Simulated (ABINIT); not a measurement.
# CsH (Pm-3m): G0W0 with ABINIT, start to end, part 2 of 3

Wanted: ground state, empty states, screening and self-energy for CsH (Pm-3m).

ABINIT 10.8.3; LDA and many-body steps on it, plane waves. Known limits of the many-body steps: not at the basis limit; no spin-orbit coupling; coarse k mesh.

So far. Step 2 (Ground state): The gap is indirect, with the least direct gap 0.19 eV higher.

**3. Bands along the symmetry lines**

Level of this step: DFT, LDA, plane waves, norm-conserving pseudopotentials (ABINIT).

Levels along a band path, at the cheap level, show where the edges lie and whether the meshes to come will hold them.

Input file run.abi:

```
acell 3*1.0 Angstrom
rprim 
  3.818408540000 0.000000000000 0.000000000000
  0.000000000000 3.818408540000 0.000000000000
  0.000000000000 0.000000000000 3.818408540000
ntypat 2
znucl 55 1
natom 2
typat 1 2
xred 
  0.000000000000 0.000000000000 0.000000000000
  0.500000000000 0.500000000000 0.500000000000
pp_dirpath "pseudos"
pseudos "Cs.upf, H.upf"
ecut 31
iscf -2
irdden 1
kptopt 0
nkpt 50
kpt 
  0.00000000 0.00000000 0.00000000
  0.00000000 0.06250000 0.00000000
  0.00000000 0.12500000 0.00000000
  0.00000000 0.18750000 0.00000000
  0.00000000 0.25000000 0.00000000
  0.00000000 0.31250000 0.00000000
  0.00000000 0.37500000 0.00000000
  0.00000000 0.43750000 0.00000000
  0.00000000 0.50000000 0.00000000
  0.06250000 0.50000000 0.00000000
  0.12500000 0.50000000 0.00000000
  0.18750000 0.50000000 0.00000000
  0.25000000 0.50000000 0.00000000
  0.31250000 0.50000000 0.00000000
  0.37500000 0.50000000 0.00000000
  0.43750000 0.50000000 0.00000000
  0.50000000 0.50000000 0.00000000
  0.43750000 0.43750000 0.00000000
  0.37500000 0.37500000 0.00000000
  0.31250000 0.31250000 0.00000000
  0.25000000 0.25000000 0.00000000
  0.18750000 0.18750000 0.00000000
  0.12500000 0.12500000 0.00000000
  0.06250000 0.06250000 0.00000000
  0.00000000 0.00000000 0.00000000
  0.06250000 0.06250000 0.06250000
  0.12500000 0.12500000 0.12500000
  0.18750000 0.18750000 0.18750000
  0.25000000 0.25000000 0.25000000
  0.31250000 0.31250000 0.31250000
  0.37500000 0.37500000 0.37500000
  0.43750000 0.43750000 0.43750000
  0.50000000 0.50000000 0.50000000
  0.43750000 0.50000000 0.43750000
  0.37500000 0.50000000 0.37500000
  0.31250000 0.50000000 0.31250000
  0.25000000 0.50000000 0.25000000
  0.18750000 0.50000000 0.18750000
  0.12500000 0.50000000 0.12500000
  0.06250000 0.50000000 0.06250000
  0.00000000 0.50000000 0.00000000
  0.50000000 0.50000000 0.50000000
  0.50000000 0.50000000 0.43750000
  0.50000000 0.50000000 0.37500000
  0.50000000 0.50000000 0.31250000
  0.50000000 0.50000000 0.25000000
  0.50000000 0.50000000 0.18750000
  0.50000000 0.50000000 0.12500000
  0.50000000 0.50000000 0.06250000
  0.50000000 0.50000000 0.00000000
istwfk *1
nband 12
nbdbuf 2
tolwfr 1e-08
nstep 40
prtwf 0
prtvol 0
indata_prefix "in"
outdata_prefix "out"
tmpdata_prefix "tmp"
```

On the command line:

```sh
$ OMP_NUM_THREADS=1 mpirun -n 4 abinit run.abi > log
```

Numbers of over 12 decimals in the logs are rounded to 6 here.

Output:

```text
.Version 10.8.3 of ABINIT. v10.8.2 released Aug 2026.

 Symmetries : space group Pm -3 m (#221); Bravais cP (primitive cubic)
[... echo of the input left out ...]
== DATASET  1 ==================================================================
-   mpi_nproc: 4, omp_nthreads: 1 (-1 if OMP is not activated)

--- !DatasetInfo
iteration_state: {dtset: 1, }
dimensions: {natom: 2, nkpt: 50, mband: 12, nsppol: 1, nspinor: 1, nspden: 1, mpw: 3136, }
cutoff_energies: {ecut:  31.0, pawecutdg:  -1.0, }
electrons: {nelect:   1.00000000E+01, charge:   0.00000000E+00, occopt:   1.00000000E+00, tsmear:   1.00000000E-02, }

 Real(R)+Recip(G) space primitive vectors, cartesian coordinates (Bohr,Bohr^-1):
 R(1)=  7.2157464  0.0000000  0.0000000  G(1)=  0.1385858  0.0000000  0.0000000
 R(2)=  0.0000000  7.2157464  0.0000000  G(2)=  0.0000000  0.1385858  0.0000000
 R(3)=  0.0000000  0.0000000  7.2157464  G(3)=  0.0000000  0.0000000  0.1385858
 Unit cell volume ucvol=  3.7570224E+02 bohr^3
 Angles (23,13,12)=  9.00000000E+01  9.00000000E+01  9.00000000E+01 degrees

 getcut: wavevector=  0.0000  0.0000  0.0000  ngfft=  40  40  40
         ecut(hartree)=     31.000   => boxcut(ratio)=   2.21173

 getcut : COMMENT -
  Note that boxcut > 2.2 ; recall that boxcut=Gcut(box)/Gcut(sphere) = 2
  is sufficient for exact treatment of convolution.
  Such a large boxcut is a waste : you could raise ecut
  e.g. ecut=   37.911173 Hartrees makes boxcut=2

--- Pseudopotential description ------------------------------------------------
- Cs Generated using ONCVPSP code by D. R. Hamann
- 55.00000   9.00000  201201                  znucl, zion, pspdat
12 -1012 3 -1 2328                            pspcod,pspxc,lmax,lloc,mmax
     nproj     2     2     2     2
  pspatm : epsatm=   21.68725381
         --- l  ekb(1:nproj) -->
             0    6.247599    0.778427
             1    6.343167    0.797067
             2    3.778962    0.917083
[...]
pspatm: atomic psp has been read  and splines computed

- H Generated using ONCVPSP code by D. R. Hamann
-  1.00000   1.00000  180309                  znucl, zion, pspdat
12 -1012 1 -1 1180                            pspcod,pspxc,lmax,lloc,mmax
     nproj     2     1     0     0
  pspatm : epsatm=    0.35439867
         --- l  ekb(1:nproj) -->
[...]
1   -0.275071
 pspatm: atomic psp has been read  and splines computed

--------------------------------------------------------------------------------

================================================================================
 prteigrs : about to open file out_EIG
 Non-SCF case, kpt    1 (  0.00000  0.00000  0.00000), residuals and eigenvalues=
  9.80E-09  3.28E-09  6.89E-09  8.83E-09  4.22E-09  3.38E-09  3.81E-09  8.53E-09
  7.31E-09  9.56E-09  6.69E-08  9.97E-09
 -7.0814E-01 -1.9339E-01 -1.9339E-01 -1.9339E-01  1.9791E-02  2.1163E-01
[...]
6.85E-09  8.82E-09  3.79E-08  4.27E-06
 -7.0793E-01 -1.9614E-01 -1.9317E-01 -1.9317E-01  2.2240E-02  2.1250E-01
[...]
Non-SCF case, kpt    3 (  0.00000  0.12500  0.00000), residuals and eigenvalues=
  8.75E-09  6.31E-09  4.58E-09  7.13E-09  4.49E-09  8.61E-09  5.09E-09  9.90E-09
  3.68E-09  9.25E-09  1.42E-07  1.64E-05
[...]
Non-SCF case, kpt   49 (  0.50000  0.50000  0.06250), residuals and eigenvalues=
[...]
Non-SCF case, kpt   50 (  0.50000  0.50000  0.00000), residuals and eigenvalues=
[...]
-6.9686E-01 -2.3885E-01 -2.3885E-01 -1.8214E-01  4.9415E-02  2.4951E-01
  3.2670E-01  3.3368E-01  3.3368E-01  3.4973E-01  3.4973E-01  4.7938E-01

--- !ResultsGS
iteration_state: {dtset: 1, }
comment   : Summary of ground state results
lattice_vectors:
- [  7.2157464,   0.0000000,   0.0000000, ]
- [  0.0000000,   7.2157464,   0.0000000, ]
- [  0.0000000,   0.0000000,   7.2157464, ]
lattice_lengths: [   7.21575,    7.21575,    7.21575, ]
lattice_angles: [ 90.000,  90.000,  90.000, ] # degrees, (23, 13, 12)
lattice_volume:   3.7570224E+02
convergence: {deltae:  0.000E+00, res2:  0.000E+00, residm:  9.990E-09, diffor:  0.000E+00, }
etotal    :  -2.40274900E+01
entropy   :   0.00000000E+00
fermie    :   9.74770386E-02
cartesian_stress_tensor: null
pressure_GPa: null
xred      :
- [  0.0000E+00,   0.0000E+00,   0.0000E+00, Cs]
- [  5.0000E-01,   5.0000E-01,   5.0000E-01,  H]
cartesian_forces: null
force_length_stats: {min: null, max: null, mean: null, }

 Integrated electronic density in atomic spheres:
 ------------------------------------------------
 Atom  Sphere_radius  Integrated_density
[...]
================================================================================

 ----iterations are completed or convergence reached----

 Mean square residual over all n,k,spin=   67.299E-10; max=  99.896E-10
 reduced coordinates (array xred) for    2 atoms
       0.000000000000      0.000000000000      0.000000000000
       0.500000000000      0.500000000000      0.500000000000

 cartesian coordinates (angstrom) at end:
[...]
length scales=  1.889726125908  1.889726125908  1.889726125908 bohr
              =  1.000000000000  1.000000000000  1.000000000000 angstroms
 prteigrs : about to open file out_EIG
 Eigenvalues (hartree) for nkpt=  50  k points:
 kpt#   1, nband= 12, wtk=  1.00000, kpt=  0.0000  0.0000  0.0000 (reduced coord)
[...]
kpt#   2, nband= 12, wtk=  1.00000, kpt=  0.0000  0.0625  0.0000 (reduced coord)
[...]
kpt#   3, nband= 12, wtk=  1.00000, kpt=  0.0000  0.1250  0.0000 (reduced coord)
[...]
kpt#  49, nband= 12, wtk=  1.00000, kpt=  0.5000  0.5000  0.0625 (reduced coord)
  -0.69666   -0.23854   -0.23854   -0.18429    0.05059    0.25532    0.30885    0.30885
   0.31939    0.37589    0.37589    0.48654
 kpt#  50, nband= 12, wtk=  1.00000, kpt=  0.5000  0.5000  0.0000 (reduced coord)
  -0.69686   -0.23885   -0.23885   -0.18214    0.04942    0.24951    0.32670    0.33368
   0.33368    0.34973    0.34973    0.47938

== END DATASET(S) ==============================================================
================================================================================

 -outvars: echo values of variables after computation  --------
            nband          12
             nkpt          50
          spgroup         221
 [... the other variables as echoed above ...]

 Calculation completed.
```

Elapsed: 10 s, on 4 MPI ranks of Intel Xeon Platinum 8488C (Sapphire Rapids), shared host; peak memory 0.3 GiB.

Numbers from this step:

```yaml
gap: 2.297 eV
k_of_the_valence_top: 0.5, 0.5, 0.5
k_of_the_conduction_bottom: 0, 0.5, 0
least_direct_gap: 2.488 eV
```

The gap is 2.297 eV, as in the run before at this level.

Electronic bands along the path, in eV, zero at the top of the highest filled band; v1 is the highest filled band, c1 the lowest empty one:

| point | v4 | v3 | v2 | v1 | c1 | c2 | c3 | c4 |
| --- | --- | --- | --- | --- | --- | --- | --- | --- |
| Γ | -7.92 | -7.92 | -7.92 | -2.11 | 3.11 | 3.11 | 6.97 | 9.38 |
| halfway | -8.78 | -7.84 | -7.84 | -1.28 | 3.45 | 3.53 | 6.60 | 6.95 |
| X | -9.47 | -7.75 | -7.75 | -0.26 | 2.30 | 3.91 | 5.92 | 5.92 |
| halfway | -9.32 | -8.51 | -7.68 | -0.77 | 3.29 | 5.31 | 5.33 | 6.31 |
| M | -9.15 | -9.15 | -7.61 | -1.31 | 4.14 | 6.24 | 6.43 | 6.43 |
| halfway | -8.71 | -8.59 | -7.76 | -0.93 | 3.35 | 5.05 | 5.57 | 7.02 |
| Γ | -7.92 | -7.92 | -7.92 | -2.11 | 3.11 | 3.11 | 6.97 | 9.38 |
| halfway | -8.62 | -8.49 | -8.49 | -0.77 | 4.46 | 4.46 | 5.72 | 6.19 |
| R | -8.92 | -8.92 | -8.92 | 0.00 | 2.49 | 2.49 | 2.49 | 10.75 |
| halfway | -9.18 | -8.44 | -8.39 | -0.73 | 3.61 | 4.13 | 6.10 | 6.19 |
| X | -9.47 | -7.75 | -7.75 | -0.26 | 2.30 | 3.91 | 5.92 | 5.92 |
| jump to R | -8.92 | -8.92 | -8.92 | 0.00 | 2.49 | 2.49 | 2.49 | 10.75 |
| halfway | -9.04 | -9.04 | -8.31 | -0.82 | 3.64 | 3.64 | 4.23 | 6.42 |
| M | -9.15 | -9.15 | -7.61 | -1.31 | 4.14 | 6.24 | 6.43 | 6.43 |

The electronic bands as a text plot (rows in eV, shown from -8.0 to 6.2 only):

```
    5.9 |     ++++++ ++ ++++   +     +  +++         +   ++      +
    5.3 |         +++       +++       ++             +  +     ++
    4.7 |          +                    ++        ++  ++      ++
    4.1 |      ++++  +++++    +       ++   ++       ++  ++   ++ +
    3.5 | +++++     +     ++++++++ +++    +      +++++      ++
    2.9 |++  ++   ++            +++        +++  ++++  ++   ++
    2.3 |      +++                           ++++       +++
    1.8 |
    1.2 |
    0.6 |
    0.0 |       **                           ****        ***
   -0.6 |     **  ***      *            *****    ********   **
   -1.2 |   **       ****** ***      ***                      ***
   -1.8 |***                   *** **
   -2.4 |                         *
   -3.0 |
   -3.6 |
   -4.2 |
   -4.7 |
   -5.3 |
   -5.9 |
   -6.5 |
   -7.1 |
   -7.7 |****************************                 ****     **
         Γ      X      M          Γ            R        X|R     M
```

**4. Empty states on the mesh, 4×4×4 mesh, 31 bands**

The sums over transitions need many empty states on a uniform mesh; this step solves for them.

Input file run.abi:

```
acell 3*1.0 Angstrom
rprim 
  3.818408540000 0.000000000000 0.000000000000
  0.000000000000 3.818408540000 0.000000000000
  0.000000000000 0.000000000000 3.818408540000
ntypat 2
znucl 55 1
natom 2
typat 1 2
xred 
  0.000000000000 0.000000000000 0.000000000000
  0.500000000000 0.500000000000 0.500000000000
pp_dirpath "pseudos"
pseudos "Cs.upf, H.upf"
ecut 31
ngkpt 4 4 4
nshiftk 1
shiftk 0 0 0
kptopt 1
chksymbreak 0
iscf -2
irdden 1
istwfk *1
nband 31
nbdbuf 4
tolwfr 1e-09
nstep 60
prtvol 0
indata_prefix "in"
outdata_prefix "out"
tmpdata_prefix "tmp"
```

Output:

```text
.Version 10.8.3 of ABINIT. v10.8.2 released Aug 2026.

 Symmetries : space group Pm -3 m (#221); Bravais cP (primitive cubic)
[... echo of the input left out ...]
== DATASET  1 ==================================================================
-   mpi_nproc: 4, omp_nthreads: 1 (-1 if OMP is not activated)

--- !DatasetInfo
iteration_state: {dtset: 1, }
dimensions: {natom: 2, nkpt: 10, mband: 31, nsppol: 1, nspinor: 1, nspden: 1, mpw: 3136, }
cutoff_energies: {ecut:  31.0, pawecutdg:  -1.0, }
electrons: {nelect:   1.00000000E+01, charge:   0.00000000E+00, occopt:   1.00000000E+00, tsmear:   1.00000000E-02, }

 Real(R)+Recip(G) space primitive vectors, cartesian coordinates (Bohr,Bohr^-1):
 R(1)=  7.2157464  0.0000000  0.0000000  G(1)=  0.1385858  0.0000000  0.0000000
 R(2)=  0.0000000  7.2157464  0.0000000  G(2)=  0.0000000  0.1385858  0.0000000
 R(3)=  0.0000000  0.0000000  7.2157464  G(3)=  0.0000000  0.0000000  0.1385858
 Unit cell volume ucvol=  3.7570224E+02 bohr^3
 Angles (23,13,12)=  9.00000000E+01  9.00000000E+01  9.00000000E+01 degrees

 getcut: wavevector=  0.0000  0.0000  0.0000  ngfft=  40  40  40
         ecut(hartree)=     31.000   => boxcut(ratio)=   2.21173

 getcut : COMMENT -
  Note that boxcut > 2.2 ; recall that boxcut=Gcut(box)/Gcut(sphere) = 2
  is sufficient for exact treatment of convolution.
  Such a large boxcut is a waste : you could raise ecut
  e.g. ecut=   37.911173 Hartrees makes boxcut=2

--- Pseudopotential description ------------------------------------------------
- Cs Generated using ONCVPSP code by D. R. Hamann
- 55.00000   9.00000  201201                  znucl, zion, pspdat
12 -1012 3 -1 2328                            pspcod,pspxc,lmax,lloc,mmax
     nproj     2     2     2     2
  pspatm : epsatm=   21.68725381
         --- l  ekb(1:nproj) -->
             0    6.247599    0.778427
             1    6.343167    0.797067
             2    3.778962    0.917083
[...]
pspatm: atomic psp has been read  and splines computed

- H Generated using ONCVPSP code by D. R. Hamann
-  1.00000   1.00000  180309                  znucl, zion, pspdat
12 -1012 1 -1 1180                            pspcod,pspxc,lmax,lloc,mmax
     nproj     2     1     0     0
  pspatm : epsatm=    0.35439867
         --- l  ekb(1:nproj) -->
[...]
1   -0.275071
 pspatm: atomic psp has been read  and splines computed

--------------------------------------------------------------------------------

================================================================================
 prteigrs : about to open file out_EIG
 Non-SCF case, kpt    1 (  0.00000  0.00000  0.00000), residuals and eigenvalues=
  2.25E-10  1.26E-10  2.18E-10  8.28E-10  2.29E-10  2.39E-10  9.22E-10  5.90E-10
  1.94E-10  4.71E-10  6.50E-10  6.80E-11  2.87E-10  5.82E-10  5.19E-10  4.40E-10
  8.69E-10  3.92E-10  1.10E-10  9.45E-10  6.28E-10  7.79E-10  9.34E-10  4.88E-10
  8.08E-10  8.87E-10  9.83E-10  6.37E-10  5.24E-08  5.43E-07  7.12E-10
 -7.0814E-01 -1.9339E-01 -1.9339E-01 -1.9339E-01  1.9791E-02  2.1163E-01
  2.1163E-01  3.5371E-01  4.4219E-01  4.4219E-01  4.4219E-01  4.5080E-01
  4.5080E-01  4.5080E-01  5.3651E-01  5.3651E-01  5.3651E-01  6.2005E-01
  6.5096E-01  6.5096E-01  6.9280E-01  6.9280E-01  6.9280E-01  8.7511E-01
  8.7511E-01  8.7511E-01  9.2479E-01  9.5747E-01  9.5747E-01  9.5747E-01
  9.7717E-01
 prteigrs : prtvol=0 or 1, do not print more k-points.

--- !ResultsGS
iteration_state: {dtset: 1, }
comment   : Summary of ground state results
lattice_vectors:
- [  7.2157464,   0.0000000,   0.0000000, ]
- [  0.0000000,   7.2157464,   0.0000000, ]
- [  0.0000000,   0.0000000,   7.2157464, ]
lattice_lengths: [   7.21575,    7.21575,    7.21575, ]
lattice_angles: [ 90.000,  90.000,  90.000, ] # degrees, (23, 13, 12)
lattice_volume:   3.7570224E+02
convergence: {deltae:  0.000E+00, res2:  0.000E+00, residm:  9.957E-10, diffor:  0.000E+00, }
etotal    :  -2.40274900E+01
entropy   :   0.00000000E+00
fermie    :   9.74770386E-02
cartesian_stress_tensor: null
pressure_GPa: null
xred      :
- [  0.0000E+00,   0.0000E+00,   0.0000E+00, Cs]
- [  5.0000E-01,   5.0000E-01,   5.0000E-01,  H]
cartesian_forces: null
force_length_stats: {min: null, max: null, mean: null, }

 Integrated electronic density in atomic spheres:
 ------------------------------------------------
 Atom  Sphere_radius  Integrated_density
[...]
================================================================================

 ----iterations are completed or convergence reached----

 Mean square residual over all n,k,spin=   52.300E-11; max=  99.574E-11
 reduced coordinates (array xred) for    2 atoms
       0.000000000000      0.000000000000      0.000000000000
       0.500000000000      0.500000000000      0.500000000000

 cartesian coordinates (angstrom) at end:
    1      0.000000     0.000000     0.000000
    2      1.909204     1.909204     1.909204
 length scales=  1.889726125908  1.889726125908  1.889726125908 bohr
              =  1.000000000000  1.000000000000  1.000000000000 angstroms
 prteigrs : about to open file out_EIG
 Eigenvalues (hartree) for nkpt=  10  k points:
 kpt#   1, nband= 31, wtk=  0.01563, kpt=  0.0000  0.0000  0.0000 (reduced coord)
  -0.70814   -0.19339   -0.19339   -0.19339    0.01979    0.21163    0.21163    0.35371
   0.44219    0.44219    0.44219    0.45080    0.45080    0.45080    0.53651    0.53651
   0.53651    0.62005    0.65096    0.65096    0.69280    0.69280    0.69280    0.87511
   0.87511    0.87511    0.92479    0.95747    0.95747    0.95747    0.97717
 prteigrs : prtvol=0 or 1, do not print more k-points.

== END DATASET(S) ==============================================================
================================================================================

 -outvars: echo values of variables after computation  --------
            nband          31
             nkpt          10
          spgroup         221
 [... the other variables as echoed above ...]

 Calculation completed.
```

Run time: 7 s. Hardware: 4 MPI ranks; peak memory 0.29 GiB.

Numbers from this step:

| Property | Result |
| --- | --- |
| gap | 2.297 eV |
| k of the valence top | 0.5, 0.5, 0.5 |
| k of the conduction bottom | 0.5, 0, 0 |
| least direct gap | 2.488 eV |
| k points computed | 10 |
| lowest point of the top converged band, above the valence top | 21.53 eV |

On this mesh the gap is 2.297 eV.

(Continued in part 3 of 3.)

[Paths, hosts, dates, memory and timing lines, banners, echoed tables and standing remarks are left out of the program output.]

[Logs are printed without paths, hosts, clocks, repeated set-up lines and the standing remarks that a program may print on its own settings, such as how far it seeks lower states.]

[Runs of the session that timed out or met a known fault of the program may be left out.]

[Hosts, paths, dates, database ids (printed as entryN), source tags and the programs' standing remarks are cut or masked in the printed files.]

[G0W0 gaps are taken among the corrected bands and points alone; a level outside them can change the order at an edge.]

[Where Ansatz stands beside ABINIT at settings called matched, ABINIT's density can come from a denser mesh and the files from another edition; pairs whose starting gaps differed by over 0.03 eV were left out, so agreement reads better than it is.]
